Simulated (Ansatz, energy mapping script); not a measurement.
**EuCd2P2: J from the energies of magnetic orders**

Aim: the exchange couplings of EuCd2P2 from the energies of a few collinear orders, and the ordering temperature that they give.

Calculated with Ansatz 0.2.0; PBEsol with U = 9.6 eV on Eu f, ortho-atomic projectors; plane waves, U on orthogonalised atomic orbitals unless named otherwise, collinear spin, no spin–orbit coupling.

Most raw output is cut from this account.

### 1. Starting point

Symmetry: P-3m1, No. 164, trigonal system. Conventional cell: a = 4.340 Å, b = 4.340 Å, c = 7.133 Å, α = 90.00°, β = 90.00°, γ = 120.00°. Nearest to Eu lie 6 P at 3.06 Å. Nearest to Cd lie 4 P at 2.64 to 2.79 Å. Nearest to P lie 4 Cd at 2.64 to 2.79 Å and 3 Eu at 3.06 Å. Farther neighbours are not listed.

The cell comes from a database of computed structures, and need not be the one that the compound takes in experiment.

The U corrects the self-interaction that lets semilocal functionals spread d and f electrons too far. Its value here is typed, not computed.

### 2. Seed run in the crystal's own cell

A corrected shell can settle in several orbital fillings. One parallel run, with an occupation width a fifth wider than the orders use, therefore is to supply the occupation matrices. All orders start from them.

input.yaml reads:

```yaml
crystal:
  lattice:
    - [4.339728551, 0.0, 0.0]
    - [-2.169864275, 3.758315171, 0.0]
    - [0.0, 0.0, 7.13261692]
  atoms:
    - { symbol: Eu, position: [0.0, 0.0, 0.0], spin: 7.0 }
    - { symbol: Cd, position: [0.666666667, 0.333333333, 0.36159118] }
    - { symbol: Cd, position: [0.333333333, 0.666666667, 0.63840882] }
    - { symbol: P, position: [0.666666667, 0.333333333, 0.75297234] }
    - { symbol: P, position: [0.333333333, 0.666666667, 0.24702766] }
magnetization:
  spin_polarized: true
kpoints:
  mp_grid: { grid: [7, 7, 4] }
hamiltonian:
  xc: pbesol
  hubbard:
    sites: [{ species: Eu, l: f, u_eff: 9.6 }]
    projectors: ortho-atomic
scf:
  occupations: { method: fermi_dirac, width: 0.12 }
output:
  eigenvalues: true
```

The run is started by

```
ansatz run input.yaml --threads 4 --pin off --max-ram 8192MiB --backend cpu --events-out ev --progress --plain --runs-dir out
```

It took 35 s on 4 threads of Arm Neoverse V2, shared host; peak memory 0.59 GiB; 2.2 min of CPU time.

Read from the output:

| Item | Value |
| --- | --- |
| final state | ferromagnetic |
| electrons in the corrected shells | 6.976 e |
| largest moment | 6.909 μB |

### 3. Run 1 (parallel; cell A, 10 atoms)

Each cell gets its own parallel run on the same mesh, so that most of the mesh error cancels in the differences.

input.yaml reads:

```yaml
crystal:
  lattice:
    - [-4.339728551, 0.0, 0.0]
    - [1.0e-09, 7.516630342, 0.0]
    - [2.169864275, -3.758315171, -7.13261692]
  atoms:
    - { symbol: Eu, position: [0.0, 0.0, 0.0], spin: 7.0 }
    - { symbol: Eu, position: [0.5, 0.5, 0.0], spin: 7.0 }
    - { symbol: Cd, position: [0.31920441, 0.985871076, 0.63840882] }
    - { symbol: Cd, position: [0.81920441, 0.485871077, 0.63840882] }
    - { symbol: Cd, position: [0.68079559, 0.014128924, 0.36159118] }
    - { symbol: Cd, position: [0.18079559, 0.514128923, 0.36159118] }
    - { symbol: P, position: [0.12351383, 0.790180496, 0.24702766] }
    - { symbol: P, position: [0.62351383, 0.290180497, 0.24702766] }
    - { symbol: P, position: [0.87648617, 0.209819504, 0.75297234] }
    - { symbol: P, position: [0.37648617, 0.709819503, 0.75297234] }
magnetization:
  spin_polarized: true
kpoints:
  mp_grid: { grid: [7, 4, 7] }
hamiltonian:
  xc: pbesol
  hubbard:
    sites:
      - { species: Eu, l: f, u_eff: 9.6 }
      - { site: 0, l: f, u_eff: 9.6, starting_ns: [{ spin: up, occupation_matrix: eu1_major }, { spin: down, occupation_matrix: eu1_minor }] }
      - { site: 1, l: f, u_eff: 9.6, starting_ns: [{ spin: up, occupation_matrix: eu1_major }, { spin: down, occupation_matrix: eu1_minor }] }
    projectors: ortho-atomic
    occupation_matrices:
      eu1_major:
        matrix:
          - [0.996, 0.0, 0.0, 0.0, 0.0, 0.0, 0.001]
          - [0.0, 0.995, 0.0, 0.0, -0.001, 0.0, 0.0]
          - [0.0, 0.0, 0.995, -0.001, 0.0, 0.0, 0.0]
          - [0.0, 0.0, -0.001, 0.994, 0.0, 0.0, 0.0]
          - [0.0, -0.001, 0.0, 0.0, 0.994, 0.0, 0.0]
          - [0.0, 0.0, 0.0, 0.0, 0.0, 0.996, 0.0]
          - [0.001, 0.0, 0.0, 0.0, 0.0, 0.0, 0.995]
      eu1_minor:
        matrix:
          - [0.001, 0.0, 0.0, 0.0, 0.0, 0.0, 0.0]
          - [0.0, 0.001, 0.0, 0.0, 0.0, 0.0, 0.0]
          - [0.0, 0.0, 0.001, 0.0, 0.0, 0.0, 0.0]
          - [0.0, 0.0, 0.0, 0.002, 0.0, 0.0, 0.0]
          - [0.0, 0.0, 0.0, 0.0, 0.002, 0.0, 0.0]
          - [0.0, 0.0, 0.0, 0.0, 0.0, 0.001, 0.0]
          - [0.0, 0.0, 0.0, 0.0, 0.0, 0.0, 0.002]
scf:
  occupations: { method: fermi_dirac, width: 0.1 }
output:
  eigenvalues: true
```

It took 50 s on 4 threads; peak memory 2.2 GiB; 3.1 min of CPU time.

Spin moment in the sphere by atom:

| atom | spin moment in the sphere (μB) |
| --- | --- |
| Eu1 | 6.91 |
| Eu2 | 6.91 |
| Cd3 | 0.00 |
| Cd4 | 0.00 |
| Cd5 | 0.00 |
| Cd6 | 0.00 |
| P7 | -0.03 |
| P8 | -0.03 |
| P9 | -0.03 |
| P10 | -0.03 |

The run ends ferromagnetic.

### 4. Run 2 (compensated +−; cell A, 10 atoms)

This order reverses 4 of the 6 neighbours at 4.34 Å and 2 of the 2 neighbours at 7.13 Å, counted for an average magnetic atom.

input.yaml, as its differences from that of step 3:

```diff
@@ -7,3 +7,3 @@
     - { symbol: Eu, position: [0.0, 0.0, 0.0], spin: 7.0 }
-    - { symbol: Eu, position: [0.5, 0.5, 0.0], spin: 7.0 }
+    - { symbol: Eu, position: [0.5, 0.5, 0.0], spin: -7.0 }
     - { symbol: Cd, position: [0.31920441, 0.985871076, 0.63840882] }
@@ -26,3 +26,3 @@
       - { site: 0, l: f, u_eff: 9.6, starting_ns: [{ spin: up, occupation_matrix: eu1_major }, { spin: down, occupation_matrix: eu1_minor }] }
-      - { site: 1, l: f, u_eff: 9.6, starting_ns: [{ spin: up, occupation_matrix: eu1_major }, { spin: down, occupation_matrix: eu1_minor }] }
+      - { site: 1, l: f, u_eff: 9.6, starting_ns: [{ spin: up, occupation_matrix: eu1_minor }, { spin: down, occupation_matrix: eu1_major }] }
     projectors: ortho-atomic
```

Wall time 46 s (4 threads); peak memory 2.3 GiB; 3 min of CPU time.

Spin moment in the sphere by atom:

| atom | spin moment in the sphere (μB) |
| --- | --- |
| Eu1 | 6.91 |
| Eu2 | -6.91 |
| Cd3 | 0.00 |
| Cd4 | 0.00 |
| Cd5 | 0.00 |
| Cd6 | 0.00 |
| P7 | 0.01 |
| P8 | -0.01 |
| P9 | 0.01 |
| P10 | -0.01 |

The run ends antiferromagnetic, 1.50 meV a magnetic atom above the parallel order of its cell (energies taken at zero occupation width, not the printed F).

### 5. Parallel start in cell B (10 atoms)

The parallel order again, as the reference for this cell.

This run holds the same structure in another cell (b 7.517 → 7.133 Å, c 8.349 → 7.517 Å, α 116.8 → 90.0°, β 105.1 → 90.0°).

input.yaml reads:

```yaml
crystal:
  lattice:
    - [-4.339728551, 0.0, 0.0]
    - [0.0, 0.0, -7.13261692]
    - [-1.0e-09, -7.516630342, 0.0]
  atoms:
    - { symbol: Eu, position: [0.5, 0.0, 0.5], spin: 7.0 }
    - { symbol: Eu, position: [0.0, 0.0, 0.0], spin: 7.0 }
    - { symbol: Cd, position: [0.0, 0.63840882, 0.333333334] }
    - { symbol: Cd, position: [0.499999999, 0.63840882, 0.833333334] }
    - { symbol: Cd, position: [0.500000001, 0.36159118, 0.166666666] }
    - { symbol: Cd, position: [0.0, 0.36159118, 0.666666666] }
    - { symbol: P, position: [0.0, 0.24702766, 0.333333334] }
    - { symbol: P, position: [0.499999999, 0.24702766, 0.833333334] }
    - { symbol: P, position: [0.500000001, 0.75297234, 0.166666666] }
    - { symbol: P, position: [0.0, 0.75297234, 0.666666666] }
magnetization:
  spin_polarized: true
kpoints:
  mp_grid: { grid: [6, 4, 4] }
hamiltonian:
  xc: pbesol
  hubbard:
    sites:
      - { species: Eu, l: f, u_eff: 9.6 }
      - { site: 0, l: f, u_eff: 9.6, starting_ns: [{ spin: up, occupation_matrix: eu1_major }, { spin: down, occupation_matrix: eu1_minor }] }
      - { site: 1, l: f, u_eff: 9.6, starting_ns: [{ spin: up, occupation_matrix: eu1_major }, { spin: down, occupation_matrix: eu1_minor }] }
    projectors: ortho-atomic
    occupation_matrices:
      eu1_major:
        matrix:
          - [0.996, 0.0, 0.0, 0.0, 0.0, 0.0, 0.001]
          - [0.0, 0.995, 0.0, 0.0, -0.001, 0.0, 0.0]
          - [0.0, 0.0, 0.995, -0.001, 0.0, 0.0, 0.0]
          - [0.0, 0.0, -0.001, 0.994, 0.0, 0.0, 0.0]
          - [0.0, -0.001, 0.0, 0.0, 0.994, 0.0, 0.0]
          - [0.0, 0.0, 0.0, 0.0, 0.0, 0.996, 0.0]
          - [0.001, 0.0, 0.0, 0.0, 0.0, 0.0, 0.995]
      eu1_minor:
        matrix:
          - [0.001, 0.0, 0.0, 0.0, 0.0, 0.0, 0.0]
          - [0.0, 0.001, 0.0, 0.0, 0.0, 0.0, 0.0]
          - [0.0, 0.0, 0.001, 0.0, 0.0, 0.0, 0.0]
          - [0.0, 0.0, 0.0, 0.002, 0.0, 0.0, 0.0]
          - [0.0, 0.0, 0.0, 0.0, 0.002, 0.0, 0.0]
          - [0.0, 0.0, 0.0, 0.0, 0.0, 0.001, 0.0]
          - [0.0, 0.0, 0.0, 0.0, 0.0, 0.0, 0.002]
scf:
  occupations: { method: fermi_dirac, width: 0.1 }
output:
  eigenvalues: true
```

Elapsed: 33 s, on 4 threads; peak memory 1.7 GiB.

The run ends ferromagnetic. For each magnetic atom its energy differs from the parallel run of the first cell by 3.06 meV, an error that one common reference would have brought in.

### 6. Run 4 (compensated +−; cell B, 10 atoms)

This order reverses 4 of the 6 neighbours at 4.34 Å and 0 of the 2 neighbours at 7.13 Å, counted for an average magnetic atom.

input.yaml, as its differences from that of step 5:

```diff
@@ -7,3 +7,3 @@
     - { symbol: Eu, position: [0.5, 0.0, 0.5], spin: 7.0 }
-    - { symbol: Eu, position: [0.0, 0.0, 0.0], spin: 7.0 }
+    - { symbol: Eu, position: [0.0, 0.0, 0.0], spin: -7.0 }
     - { symbol: Cd, position: [0.0, 0.63840882, 0.333333334] }
@@ -26,3 +26,3 @@
       - { site: 0, l: f, u_eff: 9.6, starting_ns: [{ spin: up, occupation_matrix: eu1_major }, { spin: down, occupation_matrix: eu1_minor }] }
-      - { site: 1, l: f, u_eff: 9.6, starting_ns: [{ spin: up, occupation_matrix: eu1_major }, { spin: down, occupation_matrix: eu1_minor }] }
+      - { site: 1, l: f, u_eff: 9.6, starting_ns: [{ spin: up, occupation_matrix: eu1_minor }, { spin: down, occupation_matrix: eu1_major }] }
     projectors: ortho-atomic
```

It took 18 s on 4 threads; peak memory 1.7 GiB.

The run ends antiferromagnetic, 1.23 meV a magnetic atom above the parallel order of its cell (energies taken at zero occupation width, not the printed F).

### 7. Parallel start in cell C (10 atoms)

This run holds the same structure in another cell (b 7.133 → 4.340 Å, c 7.517 → 14.265 Å, γ 90.0 → 120.0°).

input.yaml reads:

```yaml
crystal:
  lattice:
    - [4.339728551, 0.0, 0.0]
    - [-2.169864275, 3.758315171, 0.0]
    - [0.0, 0.0, 14.26523384]
  atoms:
    - { symbol: Eu, position: [0.0, 0.0, 0.0], spin: 7.0 }
    - { symbol: Eu, position: [0.0, 0.0, 0.5], spin: 7.0 }
    - { symbol: Cd, position: [0.666666667, 0.333333333, 0.18079559] }
    - { symbol: Cd, position: [0.666666667, 0.333333333, 0.68079559] }
    - { symbol: Cd, position: [0.333333333, 0.666666667, 0.31920441] }
    - { symbol: Cd, position: [0.333333333, 0.666666667, 0.81920441] }
    - { symbol: P, position: [0.666666667, 0.333333333, 0.37648617] }
    - { symbol: P, position: [0.666666667, 0.333333333, 0.87648617] }
    - { symbol: P, position: [0.333333333, 0.666666667, 0.12351383] }
    - { symbol: P, position: [0.333333333, 0.666666667, 0.62351383] }
magnetization:
  spin_polarized: true
kpoints:
  mp_grid: { grid: [7, 7, 2] }
hamiltonian:
  xc: pbesol
  hubbard:
    sites:
      - { species: Eu, l: f, u_eff: 9.6 }
      - { site: 0, l: f, u_eff: 9.6, starting_ns: [{ spin: up, occupation_matrix: eu1_major }, { spin: down, occupation_matrix: eu1_minor }] }
      - { site: 1, l: f, u_eff: 9.6, starting_ns: [{ spin: up, occupation_matrix: eu1_major }, { spin: down, occupation_matrix: eu1_minor }] }
    projectors: ortho-atomic
    occupation_matrices:
      eu1_major:
        matrix:
          - [0.996, 0.0, 0.0, 0.0, 0.0, 0.0, 0.001]
          - [0.0, 0.995, 0.0, 0.0, -0.001, 0.0, 0.0]
          - [0.0, 0.0, 0.995, -0.001, 0.0, 0.0, 0.0]
          - [0.0, 0.0, -0.001, 0.994, 0.0, 0.0, 0.0]
          - [0.0, -0.001, 0.0, 0.0, 0.994, 0.0, 0.0]
          - [0.0, 0.0, 0.0, 0.0, 0.0, 0.996, 0.0]
          - [0.001, 0.0, 0.0, 0.0, 0.0, 0.0, 0.995]
      eu1_minor:
        matrix:
          - [0.001, 0.0, 0.0, 0.0, 0.0, 0.0, 0.0]
          - [0.0, 0.001, 0.0, 0.0, 0.0, 0.0, 0.0]
          - [0.0, 0.0, 0.001, 0.0, 0.0, 0.0, 0.0]
          - [0.0, 0.0, 0.0, 0.002, 0.0, 0.0, 0.0]
          - [0.0, 0.0, 0.0, 0.0, 0.002, 0.0, 0.0]
          - [0.0, 0.0, 0.0, 0.0, 0.0, 0.001, 0.0]
          - [0.0, 0.0, 0.0, 0.0, 0.0, 0.0, 0.002]
scf:
  occupations: { method: fermi_dirac, width: 0.1 }
output:
  eigenvalues: true
```

Wall time 13 s (4 threads); peak memory 1.2 GiB; 48 s of CPU time.

The run ends ferromagnetic. For each magnetic atom its energy differs from the parallel run of the first cell by 3.74 meV, an error that one common reference would have brought in.

### 8. Order 6: compensated +−, cell C of 10 atoms

This order reverses 0 of the 6 neighbours at 4.34 Å and 2 of the 2 neighbours at 7.13 Å, counted for an average magnetic atom.

input.yaml, as its differences from that of step 7:

```diff
@@ -7,3 +7,3 @@
     - { symbol: Eu, position: [0.0, 0.0, 0.0], spin: 7.0 }
-    - { symbol: Eu, position: [0.0, 0.0, 0.5], spin: 7.0 }
+    - { symbol: Eu, position: [0.0, 0.0, 0.5], spin: -7.0 }
     - { symbol: Cd, position: [0.666666667, 0.333333333, 0.18079559] }
@@ -26,3 +26,3 @@
       - { site: 0, l: f, u_eff: 9.6, starting_ns: [{ spin: up, occupation_matrix: eu1_major }, { spin: down, occupation_matrix: eu1_minor }] }
-      - { site: 1, l: f, u_eff: 9.6, starting_ns: [{ spin: up, occupation_matrix: eu1_major }, { spin: down, occupation_matrix: eu1_minor }] }
+      - { site: 1, l: f, u_eff: 9.6, starting_ns: [{ spin: up, occupation_matrix: eu1_minor }, { spin: down, occupation_matrix: eu1_major }] }
     projectors: ortho-atomic
```

Elapsed: 6.9 s, on 4 threads; peak memory 1.1 GiB; 26 s of CPU time.

The run ends antiferromagnetic, 0.42 meV a magnetic atom below the parallel order of its cell (energies taken at zero occupation width, not the printed F).

(Continued in part 2 of 2.)

[Logs and program files are shortened in this print: banners, set-up blocks, solver, clock and traceback lines can be left out without a mark of their own.]

[Logs are printed without paths, hosts, clocks, repeated set-up lines and the standing remarks that a program may print on its own settings, such as how far it seeks lower states.]

[Hosts, paths, dates, database ids (printed as entryN), source tags and the programs' standing remarks are cut or masked in the printed files.]

[Where a cell is said to come from a database of computed structures, the database is the Materials Project.]
